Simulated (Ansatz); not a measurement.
# Where Sb_N puts its levels in the gap of GaN (F-43m)

Charge states of Sb_N in GaN (F-43m), set against the band edges. Model: a cell of 54 host atoms with 1 N taken out and 1 Sb put in.

Main program and level: Ansatz 0.2.0; place-levels on r2SCAN runs: charge-transition levels and formation energies with image-charge correction and potential alignment at the atomic sites; PAW set soft_1.

## 1. Set-up

The cell holds 54 atoms: 27 Ga, 26 N and 1 Sb. Cell: a = 9.542 Å, b = 9.542 Å, c = 9.542 Å, α = 60.0°, β = 60.0°, γ = 60.0°. It derives from GaN (space group F-43m). Nearest the centre at fractional (0.417, 0.417, 0.417): Sb28 at 0.00 Å, Ga29 at 1.95 Å, Ga45 at 1.95 Å, Ga33 at 1.95 Å, Ga27 at 1.95 Å, N46 at 3.18 Å, N34 at 3.18 Å, N16 at 3.18 Å.

Coordinates:

```xyz
54
Lattice="0.0000 6.7473 6.7473 6.7473 0.0000 6.7473 6.7473 6.7473 0.0000" Properties=species:S:1:pos:R:3 pbc="T T T"
Ga    0.0000    0.0000    0.0000
N     1.1245    1.1245    1.1245
Ga    2.2491    2.2491    0.0000
N     3.3736    3.3736    1.1245
Ga    4.4982    4.4982    0.0000
N     5.6227    5.6227    1.1245
Ga    2.2491    0.0000    2.2491
N     3.3736    1.1245    3.3736
Ga    4.4982    2.2491    2.2491
N     5.6227    3.3736    3.3736
Ga    6.7473    4.4982    2.2491
N     7.8718    5.6227    3.3736
Ga    4.4982    0.0000    4.4982
N     5.6227    1.1245    5.6227
Ga    6.7473    2.2491    4.4982
N     7.8718    3.3736    5.6227
Ga    8.9964    4.4982    4.4982
N    10.1209    5.6227    5.6227
Ga    0.0000    2.2491    2.2491
N     1.1245    3.3736    3.3736
Ga    2.2491    4.4982    2.2491
N     3.3736    5.6227    3.3736
Ga    4.4982    6.7473    2.2491
N     5.6227    7.8718    3.3736
Ga    2.2491    2.2491    4.4982
N     3.3736    3.3736    5.6227
Ga    4.4982    4.4982    4.4982
Sb    5.6227    5.6227    5.6227
Ga    6.7473    6.7473    4.4982
N     7.8718    7.8718    5.6227
Ga    4.4982    2.2491    6.7473
N     5.6227    3.3736    7.8718
Ga    6.7473    4.4982    6.7473
N     7.8718    5.6227    7.8718
Ga    8.9964    6.7473    6.7473
N    10.1209    7.8718    7.8718
Ga    0.0000    4.4982    4.4982
N     1.1245    5.6227    5.6227
Ga    2.2491    6.7473    4.4982
N     3.3736    7.8718    5.6227
Ga    4.4982    8.9964    4.4982
N     5.6227   10.1209    5.6227
Ga    2.2491    4.4982    6.7473
N     3.3736    5.6227    7.8718
Ga    4.4982    6.7473    6.7473
N     5.6227    7.8718    7.8718
Ga    6.7473    8.9964    6.7473
N     7.8718   10.1209    7.8718
Ga    4.4982    4.4982    8.9964
N     5.6227    5.6227   10.1209
Ga    6.7473    6.7473    8.9964
N     7.8718    7.8718   10.1209
Ga    8.9964    8.9964    8.9964
N    10.1209   10.1209   10.1209
```

Screening for the image-charge correction: ε∞ = 6.00, ε0 = 10.56, computed on the host (DFPT, PBEsol, on the r2SCAN cell), and a cell off the functional's own equilibrium shifts the ionic part.

The cell's shortest repeat is 9.5 Å.

## 2. The runs of each charge state

Levels follow from differences of total energies between charge states, each relaxed by itself.

Random displacements of about 0.05 Å break the site symmetry at the start, so that the relaxation can reach a distorted minimum if there is one. Forces are taken on a 2×2×2 shifted mesh. The cell holds 1 electron more than the neutral one, with a uniform background that keeps it neutral on the whole. The electron count is odd, so at least one spin is unpaired; this run locks the moment at 1 μB.

The sampling was tested on the host first: at the k-points planned (1x1x1 shifted 0.25 0.25 0.25) its energy lies 0.067 eV an atom from the dense-mesh value, so the final energies take a denser sampling.

One state's input; the others differ in charge, spin, start and seed, and in occupations where the table says so.

Input file qm1_M1.relax/input.yaml:

```yaml
crystal:
  lattice:
    - [0.0, 6.74729083, 6.74729083]
    - [6.74729083, 0.0, 6.74729083]
    - [6.74729083, 6.74729083, 0.0]
  atoms:
    - { symbol: Ga, position: [0.0, 0.0, 0.0] }
    - { symbol: "N", position: [0.08333333, 0.08333333, 0.08333333] }
    - { symbol: Ga, position: [0.0, 0.0, 0.33333333] }
    - { symbol: "N", position: [0.08333333, 0.08333333, 0.41666667] }
    - { symbol: Ga, position: [0.0, 0.0, 0.66666667] }
    - { symbol: "N", position: [0.08333333, 0.08333333, 0.75] }
    - { symbol: Ga, position: [0.0, 0.33333333, 0.0] }
    - { symbol: "N", position: [0.08333333, 0.41666667, 0.08333333] }
    - { symbol: Ga, position: [0.0, 0.33333333, 0.33333333] }
    - { symbol: "N", position: [0.08333333, 0.41666667, 0.41666667] }
    - { symbol: Ga, position: [0.0, 0.33333333, 0.66666667] }
    - { symbol: "N", position: [0.08333333, 0.41666667, 0.75] }
    - { symbol: Ga, position: [0.0, 0.66666667, 0.0] }
    - { symbol: "N", position: [0.08333333, 0.75, 0.08333333] }
    - { symbol: Ga, position: [0.0, 0.66666667, 0.33333333] }
    - { symbol: "N", position: [0.08333333, 0.75, 0.41666667] }
    - { symbol: Ga, position: [0.0, 0.66666667, 0.66666667] }
    - { symbol: "N", position: [0.08333333, 0.75, 0.75] }
    - { symbol: Ga, position: [0.33333333, 0.0, 0.0] }
    - { symbol: "N", position: [0.41666667, 0.08333333, 0.08333333] }
    - { symbol: Ga, position: [0.33333333, 0.0, 0.33333333] }
    - { symbol: "N", position: [0.41666667, 0.08333333, 0.41666667] }
    - { symbol: Ga, position: [0.33333333, 0.0, 0.66666667] }
    - { symbol: "N", position: [0.41666667, 0.08333333, 0.75] }
    - { symbol: Ga, position: [0.33333333, 0.33333333, 0.0] }
    - { symbol: "N", position: [0.41666667, 0.41666667, 0.08333333] }
    - { symbol: Ga, position: [0.33333333, 0.33333333, 0.33333333] }
    - { symbol: Sb, position: [0.41666667, 0.41666667, 0.41666667] }
    - { symbol: Ga, position: [0.33333333, 0.33333333, 0.66666667] }
    - { symbol: "N", position: [0.41666667, 0.41666667, 0.75] }
    - { symbol: Ga, position: [0.33333333, 0.66666667, 0.0] }
    - { symbol: "N", position: [0.41666667, 0.75, 0.08333333] }
    - { symbol: Ga, position: [0.33333333, 0.66666667, 0.33333333] }
    - { symbol: "N", position: [0.41666667, 0.75, 0.41666667] }
    - { symbol: Ga, position: [0.33333333, 0.66666667, 0.66666667] }
    - { symbol: "N", position: [0.41666667, 0.75, 0.75] }
    - { symbol: Ga, position: [0.66666667, 0.0, 0.0] }
    - { symbol: "N", position: [0.75, 0.08333333, 0.08333333] }
    - { symbol: Ga, position: [0.66666667, 0.0, 0.33333333] }
    - { symbol: "N", position: [0.75, 0.08333333, 0.41666667] }
    - { symbol: Ga, position: [0.66666667, 0.0, 0.66666667] }
    - { symbol: "N", position: [0.75, 0.08333333, 0.75] }
    - { symbol: Ga, position: [0.66666667, 0.33333333, 0.0] }
    - { symbol: "N", position: [0.75, 0.41666667, 0.08333333] }
    - { symbol: Ga, position: [0.66666667, 0.33333333, 0.33333333] }
    - { symbol: "N", position: [0.75, 0.41666667, 0.41666667] }
    - { symbol: Ga, position: [0.66666667, 0.33333333, 0.66666667] }
    - { symbol: "N", position: [0.75, 0.41666667, 0.75] }
    - { symbol: Ga, position: [0.66666667, 0.66666667, 0.0] }
    - { symbol: "N", position: [0.75, 0.75, 0.08333333] }
    - { symbol: Ga, position: [0.66666667, 0.66666667, 0.33333333] }
    - { symbol: "N", position: [0.75, 0.75, 0.41666667] }
    - { symbol: Ga, position: [0.66666667, 0.66666667, 0.66666667] }
    - { symbol: "N", position: [0.75, 0.75, 0.75] }
  host:
    repeats: [3, 3, 3]
    atoms:
      - { symbol: Ga, position: [0.0, 0.0, 0.0] }
      - { symbol: "N", position: [0.25, 0.25, 0.25] }
total_charge: -1
basis:
  ecutwfc: 500
  xc_grid: 2
hamiltonian:
  xc: r2scan
  pseudopotentials: { kind: paw, azcp: { folder: soft_1 } }
kpoints:
  mp_grid: { grid: [2, 2, 2], shift: [0.5, 0.5, 0.5] }
magnetization:
  spin_polarized: true
  initial_magnetization: 1
  spin_locking: { lock_magnetization: hard }
scf:
  occupations: { method: fixed }
  max_iter: 60
output:
  forces: true
  charged_corrections:
    epsilon: 6.0
    static_epsilon: 10.56
    defect_position: [0.416667, 0.416667, 0.416667]
relax:
  f_tol: 0.02
  max_steps: 80
  random_displacement: { amplitude: 0.05, seed: 7313 }
checkpoint:
  write: "../qm1_M1.relax.run"
  compress: false
  write_wavefunctions: true
  write_every: 100000
```

Command:

```sh
$ ansatz run input.yaml --threads 4 --pin off --max-ram 15073MiB --backend cpu --events-out ev --progress --plain --runs-dir out
```

The run of this state that the levels use, under r2SCAN:

Input file qm1_M1.point/input.yaml:

```yaml
crystal:
  checkpoint: "../qm1_M1.relax.run"
  host: checkpoint
total_charge: -1
basis:
  ecutwfc: 500
  xc_grid: 2
hamiltonian:
  xc: r2scan
  pseudopotentials: { kind: paw, azcp: { folder: soft_1 } }
kpoints:
  mp_grid: { grid: [2, 2, 2], shift: [0.5, 0.5, 0.5] }
magnetization:
  spin_polarized: true
  initial_magnetization: 1
  spin_locking: { lock_magnetization: hard }
scf:
  occupations: { method: fixed }
  max_iter: 60
output:
  forces: true
  eigenvalues: true
  charged_corrections:
    epsilon: 6.0
    static_epsilon: 10.56
    defect_position: [0.416667, 0.416667, 0.416667]
  eigenstates: { localisation: true }
  populations: true
  efg: {}
  band_densities: [{ bands: [v1, v1] }, { bands: [c1, c1] }]
  write_density: true
  write_potential: true
  volumetric_format: npy
checkpoint:
  read: "../qm1_M1.relax.run"
  write: "../qm1_M1.point.run"
  compress: false
  write_wavefunctions: false
  write_every: 100000
```

Relaxations under r2SCAN at a 2×2×2 shifted mesh; times on 4 threads of Arm Neoverse V1, shared host:

```tsv
charge	moment (μB)	occupations	outcome	steps	largest displacement against the far atoms (Å)	time
−1	1	fixed	converged	6	0.39	14 min
0	0	fixed	converged	5	0.37	5.7 min
+1	1	fixed	converged	17	0.42	45 min
```

Single points under r2SCAN at a 2×2×2 shifted mesh; times on 4 threads of Arm Neoverse V1, shared host:

```tsv
charge	moment (μB)	occupations	outcome	time
−1	1	fixed	converged	2.5 min
0	0	fixed	converged	65 s
+1	1	fixed	converged	2.2 min
```

Distances (Å) from Sb28 to the nearest atoms after relaxation with r2SCAN:

```tsv
charge	moment (μB)	1.	2.	3.	4.	5.	6.
−1	1	Ga 2.34	Ga 2.34	Ga 2.34	Ga 2.34	N 3.26	N 3.26
0	0	Ga 2.32	Ga 2.32	Ga 2.32	Ga 2.32	N 3.26	N 3.26
+1	1	Ga 2.34	Ga 2.35	Ga 2.37	Ga 2.37	N 3.23	N 3.23
```

## 3. place-levels, r2SCAN

A charged cell interacts with its images and the background, and its potential has another zero than the host's. place-levels removes the first by a point-charge model, screened by the static dielectric constant since the ions have relaxed around the charge, and the second by comparing potentials at atoms far from the defect.

The host is a run of the defect-free crystal in the same cutoffs, grids and k-points, so that basis and sampling errors cancel in part in the differences. The host is run in a cell of 2 atoms on a matching mesh. Its band edges are searched through the zone by a band path, so the gap is smaller than, or equal to, that on the mesh. Chemical potentials are energies per atom of N (N2 molecule) and Sb (A7 rhombohedral), run with the same functional and cutoff.

Input file levels.point.yaml:

```yaml
host:
  run: host.point.run
states: [qm1_M1.point.run, q0.point.run, qp1_M1.point.run]
geometry_from:
  qm1_M1.point.run: qm1_M1.relax.run
  q0.point.run: q0.relax.run
  qp1_M1.point.run: qp1_M1.relax.run
  host.point.run: host.relax.run
chemical_potentials:
  "N":
    energy: -384.814403
    dataset: "<sha256 of the dataset>"
  Sb:
    energy: -6499.197686
    dataset: <sha256 of the dataset>
epsilon: 6.0
static_epsilon: 10.56
vertical:
  - { from: qm1_M1.point.run, to: qm1_M1.point_neutral.run }
  - { from: qp1_M1.point.run, to: qp1_M1.point_neutral.run }
```

Command:

```sh
$ ansatz place-levels levels.point.yaml -- --threads 4 --pin off --max-ram 15073MiB
```

Numbers of over 12 decimals in the logs are rounded to 6 here.

The log of the run:

```text
[... repeated set-up lines and file paths are left out, and long positions are rounded to six places ...]
(+1/0) 0.814 eV above the valence edge, 1.354 eV under the conduction edge
(0/-1) 2.245 eV above the valence edge (+3.531 eV without the band-filling correction), in the conduction band
formation energy of charge +1: +6.608 eV with the Fermi level at the valence edge
formation energy of charge 0: +7.422 eV with the Fermi level at the valence edge
formation energy of charge -1: +9.667 eV with the Fermi level at the valence edge
vertical -1 to 0: no energy, since no alignment is typed
  the change from vertical[0].from (qm1_M1.point.run) to vertical[0].to (qm1_M1.point_neutral.run): by its potential at epsilon 6 it stands at 0.238 0.239 0.236, with an rms radius of about 4.2 Å (2.4 2.4 2.4 Å across the planes of the cell's vectors); [...]
vertical +1 to 0: no energy, since no alignment is typed
  the change from vertical[1].from (qp1_M1.point.run) to vertical[1].to (qp1_M1.point_neutral.run): by its potential at epsilon 6 it stands at 0.414 0.406 0.417, with an rms radius of about 2.1 Å (1.3 0.9 1.4 Å across the planes of the cell's vectors); [...]
  edges by r2scan, gap 2.168 eV; the host is sampled to repeats of 19.08 Å
  the defect's cells are sampled to repeats of 19.08 Å, like sampling
  charge +1: -118879.3835 eV with its correction of +0.661 eV, at epsilon 10.56, aligned at sites: +0.4292 eV, mean over 19 atomic sites at or beyond 4.77 Å from the defect at [0.4167, 0.4167, 0.4167], with +0.000000 for the charge's moments and without [...]
  charge 0: +0.000 eV for its dipole among its images, +0.000 omitted
  charge -1: -118856.1386 eV with its correction of -0.318 eV, at epsilon 10.56, aligned at sites: +0.5492 eV, mean over 19 atomic sites at or beyond 4.77 Å from the defect at [0.4167, 0.4167, 0.4167], with +0.000000 for the charge's moments and without [...]
  of states[2] (qp1_M1.point.run): it parts from the run at its places by a charge that spreads by about 1.4 Å along one vector (1.3 Å or more is wide), by its potential at epsilon 6, taken for that of held ions (one typed too small widens it), where the cell [...]
  of states[1] (q0.point.run): its alignment with the host at atomic sites is doubtful: the mean over the far sites moves by +0.0942 eV from their farther parts to their nearer, more than 0.05 eV. [...]
  of states[0] (qm1_M1.point.run): it parts from the run at its places by a charge that spreads by about 2.4 Å along one vector (1.3 Å or more is wide), by its potential at epsilon 6, taken for that of held ions (one typed too small widens it), where the cell [...]
  of vertical[0].from (qm1_M1.point.run): stability_check_not_made; [...]
  of vertical[1].from (qp1_M1.point.run): band_overlap_at_count; stability_check_not_made; of the run under geometry_from: band_overlap_at_count; [...]
```

It took 0.36 s on 4 threads of Arm Neoverse V1, shared host.

Levels between the charges placed, in eV above the valence top:

```tsv
	gap (eV)	(+1/0)	(0/−1)
r2SCAN	2.17	0.81	2.25
```

Corrections by state:

```tsv
charge	moment (μB)	image terms and alignment (eV)	band filling (eV)	ε used	over the lowest of its charge, as the program ranks them, band filling apart (eV)
+1	1.0	0.661	-	10.56	0.000
0	0.0	0.000	-	-	0.000
−1	1.0	-0.318	-1.286	10.56	0.000
```

The charged structures listed were also run neutral, and place-levels reads from each pair, by the potential or the spins, how wide the charge is by which they differ; that can be the carrier of either run.

```tsv
charge	rms radius (Å)	spread where it is widest against the cell (Å)	wide from (Å)	reading
+1	2.1	1.37	1.35	wide
−1	4.2	2.44	1.35	wide
```

The neutral runs of these pairs need not share the spin of the lowest neutral state, and very wide values only mean spread over the cell.

From the program's caveats on the states, each cut to its opening words:

- charge +1 (1 μB): it parts from the run at its places by a charge that spreads by about 1.4 Å along one vector (1.3 Å or more is wide), by its potential at epsilon 6, taken for [...]
- charge +1 (1 μB): its alignment with the host at atomic sites is doubtful: the mean over the far sites moves by -0.0525 eV from their farther parts to their nearer, more than [...]
- charge +1 (1 μB): filled levels lie above empty ones at the fixed electron count
- charge +1 (1 μB), −1 (1 μB): flagged: stability check not made
- charge 0: its alignment with the host at atomic sites is doubtful: the mean over the far sites moves by +0.0942 eV from their farther parts to their nearer, more than [...]
- charge −1 (1 μB): it parts from the run at its places by a charge that spreads by about 2.4 Å along one vector (1.3 Å or more is wide), by its potential at epsilon 6, taken for [...]
- charge −1 (1 μB): a band-filling correction moves a carrier to the host's band edge, which changes its energy by -1.286 eV
- charge −1 (1 μB): its alignment with the host at atomic sites is doubtful: the mean over the far sites moves by +0.1144 eV from their farther parts to their nearer, more than [...]

Chemical potentials of the elements' reference phases, run alike. Formation energies (elemental references), with the Fermi level at the valence top and at the conduction bottom (gap 2.17 eV):

```tsv
charge	at valence top (eV)	at conduction bottom (eV)	correction included (eV)
+1	6.61	8.78	0.66
0	7.42	7.42	0.00
−1	9.67	7.50	-1.60
```

(Fermi level (eV), lowest formation energy (eV)): (0.00, 6.61), (0.20, 6.80), (0.39, 7.00), (0.59, 7.20), (0.79, 7.40), (0.98, 7.42), (1.18, 7.42), (1.38, 7.42), (1.58, 7.42), (1.77, 7.42), (1.97, 7.42), (2.17, 7.42)

## 4. Outcome

| Property | Result |
| --- | --- |
| gap of the host | 2.17 eV (r2SCAN) |
| level (plus 1/0) | 0.81 eV above the valence top |
| level (0/minus 1) | 2.25 eV above the valence top, past the conduction bottom (3.53 eV above the valence top without the band-filling term) |
| lowest of the charges placed, just above the valence top (0.02 eV) | +1 |
| lowest of the charges placed, just below the conduction bottom (0.02 eV) | 0 |
| lowest formation energy at mid-gap of the charges run, elemental references | 7.42 eV |

Of the charges placed (−1, 0 and +1), the lowest changes at 0.81 eV (+1/0) above the valence top, in a gap of 2.17 eV. Charges above +1 were not placed, so these runs say nothing of levels that involve them. States placed: +1 at 1 μB; 0 at 0 μB; −1 at 1 μB. Other spin states or structures, where not listed, weren't placed. The program finds carriers beyond a band edge of the host and adds a band-filling term at charge −1 (-1.29 eV); steps to such a charge show no bound level, and a defect level inside a band would be read the same way. Sb is taken at its element; compounds, which aren't counted here, bound the chemical potentials and would shift these formation energies. The program doubts the alignment of potentials for at least one state, a sign that the cell is small. Keep in mind: r2SCAN makes the gap too small and tends to spread out bound carriers; where a gas molecule sets a chemical potential or the host's formation energy, its binding is uncorrected; spin–orbit coupling, which can matter with heavy atoms, is left out.

[Logs are printed without paths, hosts, clocks, repeated set-up lines and the standing remarks that a program may print on its own settings, such as how far it seeks lower states.]

[Hosts, paths, dates, database ids (printed as entryN), source tags and the programs' standing remarks are cut or masked in the printed files.]

[Where a table of states has a column of steps, it counts the stored structures, which are thinned; the runs took as many ionic steps or more.]

[A defect's name tells the site on which it was built; relaxed atoms can leave that site.]

[For some hosts the program warned that the k-mesh of the response run may be too coarse for force constants and the static dielectric constant; such warnings are not shown here.]
